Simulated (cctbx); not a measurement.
# Accept or mend?

Cell a = 9.5040 Å, b = 9.5040 Å, c = 9.5040 Å, α = 90.00°, β = 90.00°, γ = 90.00°; space group I-43d (no. 220).

Simulated single-crystal data (cctbx): Mo Kα, λ = 0.71073 Å, to d = 0.8 Å, 70 % of the full sphere, strongest reflection 40000 counts, noise from counting, a 6 % proportional error and a noise floor of 15 counts (s.d.); no absorption.

An anisotropic refinement with weights 1/σ² prints:

```text
Rint 0.049, 149 unique reflections to 0.80 A
cycle     R1     wR2    GooF  max shift (A)
   1  0.1470  0.3390  18.357   0.00788
   2  0.1435  0.3218  17.425   0.00003
final R1 0.1435 wR2 0.3218 GooF 17.425  parameters 5  data/parameter 29.8
atom        x        y        z      Ueq    occ   su(xyz)  su(Uiso or U11)
Lu1    0.50000  0.25000  0.12500   0.0103  1.000  0.00000  0.0021
Sb1    0.17207  0.17207  0.17207   0.0074  1.000  0.00042  0.0021
difference map: max 42.40 min -6.77 rms 3.02
Q1    0.0000  0.2500  0.3750   12   42.40  2.63 A from Sb1
Q2    0.0000  0.2500  0.8750   12   27.15  0.00 A from Lu1
Q3    0.1058  0.3942  0.6058   16   10.32  0.46 A from Sb1
Q4    0.0000  0.2500  0.1297   24   10.13  1.84 A from Sb1
Q5    0.0484  0.3291  0.4404   48    7.77  1.60 A from Sb1
Q6    0.0587  0.0624  0.9140   48    5.77  1.86 A from Sb1
```

Q: Accept it or mend it, and why?

Mend it. The fault: an atom left out, Mn at (0, 3/4, 1/8). Against the right model at the same level, R1 goes from 0.0075 to 0.1435 and GooF from 0.98 to 17.43 and the top difference peak, 42.4 e/Å³, lies 2.63 Å from Sb1. Q1 is the missing atom. With scattering power missing, scale and phases suffer, so peaks may also grow on the heavy atoms.

The compound is Lu3Mn3Sb4. The right model at the same level gives:

```text
Rint 0.049, 149 unique reflections to 0.80 A
cycle     R1     wR2    GooF  max shift (A)
   1  0.0077  0.0194   1.060   0.00012
   2  0.0075  0.0180   0.982   0.00000
final R1 0.0075 wR2 0.0180 GooF 0.982  parameters 7  data/parameter 21.3
atom        x        y        z      Ueq    occ   su(xyz)  su(Uiso or U11)
Lu1    0.50000  0.25000  0.12500   0.0123  1.000  0.00000  0.0001
Sb1    0.17158  0.17158  0.17158   0.0135  1.000  0.00002  0.0001
Mn1    0.00000  0.75000  0.12500   0.0207  1.000  0.00000  0.0004
Flack x: 0.003(9)
Hooft y: 0.006(9)  Bijvoet pairs: 61
difference map: max 0.48 min -0.43 rms 0.14
Q1    0.0000  0.2500  0.1154   24    0.49  1.87 A from Sb1
Q2    0.0297  0.4320  0.1328   48    0.42  1.57 A from Lu1
Q3    0.0723  0.0723  0.0723   16    0.34  1.63 A from Sb1
Q4    0.0000  0.2500  0.3750   12    0.34  0.00 A from Mn1
Q5    0.9997  0.0611  0.8940   48    0.28  1.54 A from Sb1
Q6    0.0541  0.1938  0.6373   48    0.28  1.76 A from Sb1
```

The model was made for the exercise: a known structure type with other elements put in, its volume estimated, not relaxed; displacement parameters are assumed.

[Middle refinement cycles are left out of these outputs.]

[Logs are printed without paths, hosts, clocks, repeated set-up lines and the standing remarks that a program may print on its own settings, such as how far it seeks lower states.]
